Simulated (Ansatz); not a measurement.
**Convergence of a linear-scaling basis for C(111) slab, H on both faces (128 atoms)**

Aim: test how closely localised support functions follow the reference on C(111) slab, H on both faces (128 atoms), and at what cost. A setting counts as converged where the r.m.s. difference of forces stays under 1 % of the r.m.s. force.

Main program and level: Ansatz 0.2.0; Kohn-Sham DFT, PBE+D3(BJ), PAW (set soft_2), plane waves.

This is a report of a sequence of runs, with the program logs left out and the cost of each run kept.

### Step 1. Starting point

The cell holds 128 atoms: 96 C and 32 H. Cell: a = 10.089 Å, b = 10.089 Å, c = 18.814 Å, α = 90.0°, β = 90.0°, γ = 120.0°. It derives from C (diamond-structure). Diamond-structure C (a = 3.567 Å), (111) slab of 6 atomic planes, 4 x 4 surface cells, H on the broken bonds of both faces, 12 Å of vacuum; displaced by a Gaussian of 0.02 Å. Regions: slab, 96 atoms (96 C); hydrogen, 32 atoms (32 H). Vacuum lies along c.

What the set-up can't give: Beside vacuum, support functions can miss their usual error bounds without a warning. Sampling is at Γ alone, for a cell whose shortest periodic width is 9 Å.

### Step 2. Plane-wave single point

The first run uses the default basis; a harder plane-wave run follows as the reference for the support functions.

input.yaml

```yaml
crystal:
  lattice:
    - [10.089, 0.0, 0.0]
    - [-5.0445, 8.73733, 0.0]
    - [0.0, 0.0, 18.81367]
  atoms:
    - { symbol: C, position: [0.33221, 0.91715, 0.40534] }
    - { symbol: C, position: [0.25004, 0.00018, 0.3785] }
    - { symbol: C, position: [0.16243, 0.82963, 0.51349] }
    - { symbol: C, position: [0.33217, 0.91389, 0.48784] }
    - { symbol: C, position: [0.25346, 0.00139, 0.6228] }
    - { symbol: C, position: [0.16704, 0.83509, 0.59593] }
    - { symbol: C, position: [0.33305, 0.66793, 0.40611] }
    - { symbol: C, position: [0.24664, 0.75011, 0.37632] }
    - { symbol: C, position: [0.1651, 0.58373, 0.51117] }
    - { symbol: C, position: [0.32822, 0.6647, 0.48684] }
    - { symbol: C, position: [0.25293, 0.75234, 0.62394] }
    - { symbol: C, position: [0.1724, 0.58491, 0.59587] }
    - { symbol: C, position: [0.58094, 0.91461, 0.40467] }
    - { symbol: C, position: [0.49849, 0.00022, 0.37628] }
    - { symbol: C, position: [0.41567, 0.83236, 0.51299] }
    - { symbol: C, position: [0.58795, 0.91859, 0.48708] }
    - { symbol: C, position: [0.49887, 0.99986, 0.62492] }
    - { symbol: C, position: [0.41965, 0.83384, 0.59682] }
    - { symbol: C, position: [0.33591, 0.41942, 0.40352] }
    - { symbol: C, position: [0.25063, 0.49864, 0.37711] }
    - { symbol: C, position: [0.16826, 0.33998, 0.51267] }
    - { symbol: C, position: [0.3345, 0.41942, 0.48712] }
    - { symbol: C, position: [0.2519, 0.49997, 0.62313] }
    - { symbol: C, position: [0.16907, 0.33385, 0.59508] }
    - { symbol: C, position: [0.5781, 0.66706, 0.40343] }
    - { symbol: C, position: [0.49989, 0.74873, 0.37464] }
    - { symbol: C, position: [0.4161, 0.58063, 0.51223] }
    - { symbol: C, position: [0.58543, 0.66674, 0.48663] }
    - { symbol: C, position: [0.50134, 0.75039, 0.6227] }
    - { symbol: C, position: [0.41589, 0.58685, 0.59639] }
    - { symbol: C, position: [0.83367, 0.91604, 0.40543] }
    - { symbol: C, position: [0.74755, 0.00082, 0.37725] }
    [... 90 atom lines left out ...]
    - { symbol: H, position: [0.74964, 0.25071, 0.3174] }
    - { symbol: H, position: [0.75072, 0.24901, 0.6819] }
    - { symbol: H, position: [0.99864, 0.49996, 0.31782] }
    - { symbol: H, position: [0.99832, 0.50014, 0.6782] }
    - { symbol: H, position: [0.00093, 0.25016, 0.3183] }
    - { symbol: H, position: [0.99458, 0.24731, 0.68087] }
kpoints:
  mp_grid: { grid: [1, 1, 1] }
hamiltonian:
  xc: pbe
  dispersion: d3bj
scf:
  occupations: { method: gaussian, width: 0.05 }
output:
  forces: true
  populations: true
  dos:
    method: { smearing: { sigma: 0.08 } }
    de: 0.1
    projected:
      site_lists:
        C: [C]
        H: [H]
        hydrogen: [96, 97, 98, 99, 100, 101, 102, 103, 104, 105, 106, 107, 108, 109, 110, 111, 112, 113, 114, 115, 116, 117, 118, 119, 120, 121, 122, 123, 124, 125, 126, 127]
  eigenvalues: true
  write_density: true
  write_potential: true
  volumetric_format: npy
```

The run is started by

```sh
$ ansatz run input.yaml --threads 4 --pin off --max-ram 8192MiB --backend cpu --events-out ev --progress --plain --runs-dir out
```

It took 24 s on 4 threads of Arm Neoverse V2, shared host; peak memory 1.9 GiB; 80 s of CPU time.

The program notes that the exchange-correlation potential is rough where the density is thin.

The run gave:

- free energy: -24605.2410 eV
- free energy per atom: -192.2284 eV/atom
- SCF cycles: 8
- r.m.s. force component: 1.067 eV/Å
- longest force: 4.613 eV/Å
- Fermi energy: 3.512 eV
- gap (highest filled to lowest empty level): 2.639 eV
- potential in mid-vacuum, over the Fermi level: 2.183 eV
- potential 4.5 Å over the upper face: 2.174 eV
- potential 4.5 Å under the lower face: 2.192 eV
- spilling of the projection: 0.005257

The r.m.s. force component of 1.1 eV/Å sets the scale for the differences below.

### Step 3. Plane waves at 750 eV (750 eV)

The grid of the support functions holds more waves than the default cutoff, so they are judged against a harder plane-wave run.

input.yaml, the sections that differ from step 2:

```yaml
output:
  forces: true
  eigenvalues: true
basis:
  ecutwfc: "750 eV"
# crystal, kpoints, hamiltonian, scf: as in step 2
```

Elapsed: 25 s, on 4 threads; peak memory 4 GiB.

Forces differ from the reference by 3.2 meV/Å r.m.s., 0.30 % of their size, well within a tolerance of 1 %; the energy by -3.6 meV/atom.

### Step 4. Support functions medium

The cell is solved in localised support functions. Besides, the program derives a nominal cutoff of 420 eV for this run, against the reference's 750.

This step: Kohn-Sham DFT, PBE+D3(BJ), PAW (set soft_2), localised support functions (medium) (Ansatz 0.2.0).

input.yaml, the sections that differ from step 3:

```yaml
scf:
  occupations: { method: gaussian, width: 0.05 }
  eigensolver: { kind: { support_functions: { accuracy: medium } } }
  mixing: { beta: 0.4 }
  max_iter: 150
# crystal, kpoints, hamiltonian, output: as in step 3
# basis: removed
```

Wall time 89 s (4 threads); peak memory 3.6 GiB; 5.8 min of CPU time.

The program notes that the band table was not solved further than the SCF left it and it switched symmetry off.

Keys that differ from the reference: basis.ecutwfc removed, support_functions.accuracy = "medium", scf.max_iter = 150 and scf.mixing.beta = 0.4.

Forces differ from the reference by 0.73 meV/Å r.m.s., 0.068 % of their size, well within a tolerance of 1 %; the energy by -0.16 meV/atom. It took 3.5 times the reference's time (shared host, so rough).

### Step 5. Support functions low

With localised support functions most steps grow linearly with size, though the diagonalisation grows faster unless the density matrix is cut; this run measures error and cost at this size. Besides, the program derives a nominal cutoff of 420 eV for this run, against the reference's 750.

This step: Kohn-Sham DFT, PBE+D3(BJ), PAW (set soft_2), localised support functions (low) (Ansatz 0.2.0).

input.yaml, the sections that differ from step 4:

```yaml
scf:
  occupations: { method: gaussian, width: 0.05 }
  eigensolver: { kind: { support_functions: { accuracy: low } } }
  mixing: { beta: 0.4 }
  max_iter: 150
# crystal, kpoints, hamiltonian, output: as in step 4
```

Run time: 78 s. Hardware: 4 threads; peak memory 3.5 GiB.

Keys that differ from the reference: basis.ecutwfc removed, support_functions.accuracy = "low", scf.max_iter = 150 and scf.mixing.beta = 0.4.

Forces differ from the reference by 0.66 meV/Å r.m.s., 0.062 % of their size, well within a tolerance of 1 %; the energy by -0.16 meV/atom. It took 3.1 times the reference's time (shared host, so rough).

### Step 6. Support functions high

This step: Kohn-Sham DFT, PBE+D3(BJ), PAW (set soft_2), localised support functions (high) (Ansatz 0.2.0).

input.yaml, the sections that differ from step 5:

```yaml
scf:
  occupations: { method: gaussian, width: 0.05 }
  eigensolver: { kind: { support_functions: { accuracy: high } } }
  mixing: { beta: 0.4 }
  max_iter: 150
# crystal, kpoints, hamiltonian, output: as in step 5
```

Elapsed: 4.8 min, on 4 threads; peak memory 6.2 GiB; 19 min of CPU time.

Keys that differ from the reference: basis.ecutwfc removed, support_functions.accuracy = "high", scf.max_iter = 150 and scf.mixing.beta = 0.4.

Forces differ from the reference by 0.23 meV/Å r.m.s., 0.021 % of their size, well within a tolerance of 1 %; the energy by -0.15 meV/atom. It took 11 times the reference's time (shared host, so rough).

### Step 7. Support functions medium, spacing 0.411 Å

The grid spacing sets how fine a wave the support functions can hold.

This step: Kohn-Sham DFT, PBE+D3(BJ), PAW (set soft_2), localised support functions (medium) (Ansatz 0.2.0).

input.yaml, the sections that differ from step 6:

```yaml
scf:
  occupations: { method: gaussian, width: 0.05 }
  eigensolver: { kind: { support_functions: { accuracy: medium, spacing: 0.411 } } }
  mixing: { beta: 0.4 }
  max_iter: 150
# crystal, kpoints, hamiltonian, output: as in step 6
```

Run time: 63 s. Hardware: 4 threads; peak memory 2.4 GiB.

The run was cut off at the time limit after its SCF loop had closed; no result of it is taken.

### Step 8. Support functions medium, spacing 0.343 Å

The grid spacing sets how fine a wave the support functions can hold. Besides, the program derives a nominal cutoff of 420 eV for this run, against the reference's 750.

input.yaml, the sections that differ from step 7:

```yaml
scf:
  occupations: { method: gaussian, width: 0.05 }
  eigensolver: { kind: { support_functions: { accuracy: medium, spacing: 0.343 } } }
  mixing: { beta: 0.4 }
  max_iter: 150
# crystal, kpoints, hamiltonian, output: as in step 7
```

It took 58 s on 4 threads; peak memory 2.4 GiB; 3.8 min of CPU time.

The program notes that the forces don't sum to zero within tolerance and the grid leaves an egg-box force.

Forces differ from the reference by 19 meV/Å r.m.s., 1.8 % of their size, over a tolerance of 1 %; the energy by +16 meV/atom and the gap by +0.0079 eV. It took 2.3 times the reference's time (shared host, so rough). The setting is coarser than the default on purpose.

### Step 9. Support functions medium, spacing 0.297 Å

input.yaml, the sections that differ from step 8:

```yaml
scf:
  occupations: { method: gaussian, width: 0.05 }
  eigensolver: { kind: { support_functions: { accuracy: medium, spacing: 0.297 } } }
  mixing: { beta: 0.4 }
  max_iter: 150
# crystal, kpoints, hamiltonian, output: as in step 8
```

It took 65 s on 4 threads; peak memory 2.6 GiB; 4.3 min of CPU time.

Forces differ from the reference by 7.0 meV/Å r.m.s., 0.66 % of their size, within a tolerance of 1 %; the energy by +2.2 meV/atom. It took 2.6 times the reference's time (shared host, so rough). The setting is coarser than the default on purpose.

### Step 10. Support functions medium, spacing 0.263 Å

input.yaml, the sections that differ from step 9:

```yaml
scf:
  occupations: { method: gaussian, width: 0.05 }
  eigensolver: { kind: { support_functions: { accuracy: medium, spacing: 0.263 } } }
  mixing: { beta: 0.4 }
  max_iter: 150
# crystal, kpoints, hamiltonian, output: as in step 9
```

Elapsed: 86 s, on 4 threads; peak memory 3.3 GiB; 5.7 min of CPU time.

Keys that differ from the reference: basis.ecutwfc removed, support_functions.accuracy = "medium", support_functions.spacing = 0.263, scf.max_iter = 150 and scf.mixing.beta = 0.4.

Forces differ from the reference by 5.7 meV/Å r.m.s., 0.53 % of their size, within a tolerance of 1 %; the energy by -0.24 meV/atom. It took 3.4 times the reference's time (shared host, so rough).

### Step 11. Support functions medium, spacing 0.206 Å

input.yaml, the sections that differ from step 10:

```yaml
scf:
  occupations: { method: gaussian, width: 0.05 }
  eigensolver: { kind: { support_functions: { accuracy: medium, spacing: 0.206 } } }
  mixing: { beta: 0.4 }
  max_iter: 150
# crystal, kpoints, hamiltonian, output: as in step 10
```

Elapsed: 1.9 min, on 4 threads; peak memory 4.2 GiB.

Keys that differ from the reference: basis.ecutwfc removed, support_functions.accuracy = "medium", support_functions.spacing = 0.206, scf.max_iter = 150 and scf.mixing.beta = 0.4.

Forces differ from the reference by 0.53 meV/Å r.m.s., 0.049 % of their size, well within a tolerance of 1 %; the energy by -0.17 meV/atom. It took 4.5 times the reference's time (shared host, so rough).

### Step 12. Support functions medium, spacing 0.183 Å

input.yaml, the sections that differ from step 11:

```yaml
scf:
  occupations: { method: gaussian, width: 0.05 }
  eigensolver: { kind: { support_functions: { accuracy: medium, spacing: 0.183 } } }
  mixing: { beta: 0.4 }
  max_iter: 150
# crystal, kpoints, hamiltonian, output: as in step 11
```

Run time: 2.6 min. Hardware: 4 threads; peak memory 5.1 GiB.

Keys that differ from the reference: basis.ecutwfc removed, support_functions.accuracy = "medium", support_functions.spacing = 0.183, scf.max_iter = 150 and scf.mixing.beta = 0.4.

Forces differ from the reference by 0.32 meV/Å r.m.s., 0.030 % of their size, well within a tolerance of 1 %; the energy by -0.16 meV/atom. It took 6.2 times the reference's time (shared host, so rough).

### Step 13. With hamiltonian.xc = "r2scan"

The meta-GGA r2SCAN uses the kinetic energy density as well as the density and its gradient. Changed here: hamiltonian.xc = "r2scan".

This step: Kohn-Sham DFT, r2SCAN+D3(BJ), PAW (set soft_2), plane waves (Ansatz 0.2.0).

input.yaml, the sections that differ from step 12:

```yaml
hamiltonian:
  xc: r2scan
  dispersion: d3bj
scf:
  occupations: { method: gaussian, width: 0.05 }
output:
  forces: true
  populations: true
  dos:
    method: { smearing: { sigma: 0.08 } }
    de: 0.1
    projected:
      site_lists:
        C: [C]
        H: [H]
        hydrogen: [96, 97, 98, 99, 100, 101, 102, 103, 104, 105, 106, 107, 108, 109, 110, 111, 112, 113, 114, 115, 116, 117, 118, 119, 120, 121, 122, 123, 124, 125, 126, 127]
  eigenvalues: true
# crystal, kpoints: as in step 12
```

The job ended after 49 s (4 threads; peak memory 4.3 GiB).

Notices of the run: dispersion damping borrowed.

Forces differ from the reference by 67 meV/Å r.m.s., 6.3 % of their size; the gap by +0.48 eV. It took roughly 2.1 times the reference's time (one timing each, with unlike analyses asked), in 8 cycles against 8.

### Step 14. Cost against change

Differences are against the plane-wave reference (Kohn-Sham DFT, PBE+D3(BJ), PAW (set soft_2), plane waves), whose r.m.s. force component is 1.07 eV/Å. Energies are set beside the reference only for runs with its functional, potentials and electron count. Times are for 4 threads of Arm Neoverse V2, shared host. The reference's time includes the DOS and grids, which some other runs skip.

```
                           run  Δ force, r.m.s. (meV/Å)  share of r.m.s. force (%)  Δ energy (meV/atom)  Δ gap (eV)  cycles  time  host memory (GiB)
                     reference                        -                          -                    -           -       8  24 s                1.9
plane waves at 750 eV (750 eV)                     3.15                      0.295                -3.60      0.0024       9  25 s                4.0
     hamiltonian.xc = "r2scan"                     66.9                       6.27                    -       0.480       8  49 s                4.3
```

### Step 15. Cost against change

Each row is set against the run with plane waves at 750 eV (Kohn-Sham DFT, PBE+D3(BJ), PAW (set soft_2), plane waves; r.m.s. force component 1.07 eV/Å). Energies are set beside the reference only for runs with its functional, potentials and electron count. Times are for 4 threads of Arm Neoverse V2, shared host.

```
                                      run  Δ force, r.m.s. (meV/Å)  share of r.m.s. force (%)  Δ energy (meV/atom)  Δ gap (eV)  cycles     time  host memory (GiB)
                                reference                        -                          -                    -           -       9     25 s                4.0
                 support functions medium                    0.728                     0.0683               -0.162     -4.0e-4      12     89 s                3.6
                    support functions low                    0.661                      0.062               -0.162     -0.0023      11     78 s                3.5
                   support functions high                    0.228                     0.0214               -0.153     -2.0e-4      15  4.8 min                6.2
support functions medium, spacing 0.343 Å                     18.9                       1.78                 16.2      0.0079      12     58 s                2.4
support functions medium, spacing 0.297 Å                     7.01                      0.658                 2.23     -0.0034      12     65 s                2.6
support functions medium, spacing 0.263 Å                     5.68                      0.533               -0.241      5.0e-4      12     86 s                3.3
support functions medium, spacing 0.206 Å                    0.525                     0.0493               -0.166     -3.0e-4      12  1.9 min                4.2
support functions medium, spacing 0.183 Å                    0.321                     0.0302               -0.165     -4.0e-4      12  2.6 min                5.1
```

(Part 1 of 2 ends here.)

[Long decimals in the printed logs are rounded to 6 places.]

[Logs are printed without paths, hosts, clocks, repeated set-up lines and the standing remarks that a program may print on its own settings, such as how far it seeks lower states.]

[Hosts, paths, dates, database ids (printed as entryN), source tags and the programs' standing remarks are cut or masked in the printed files.]
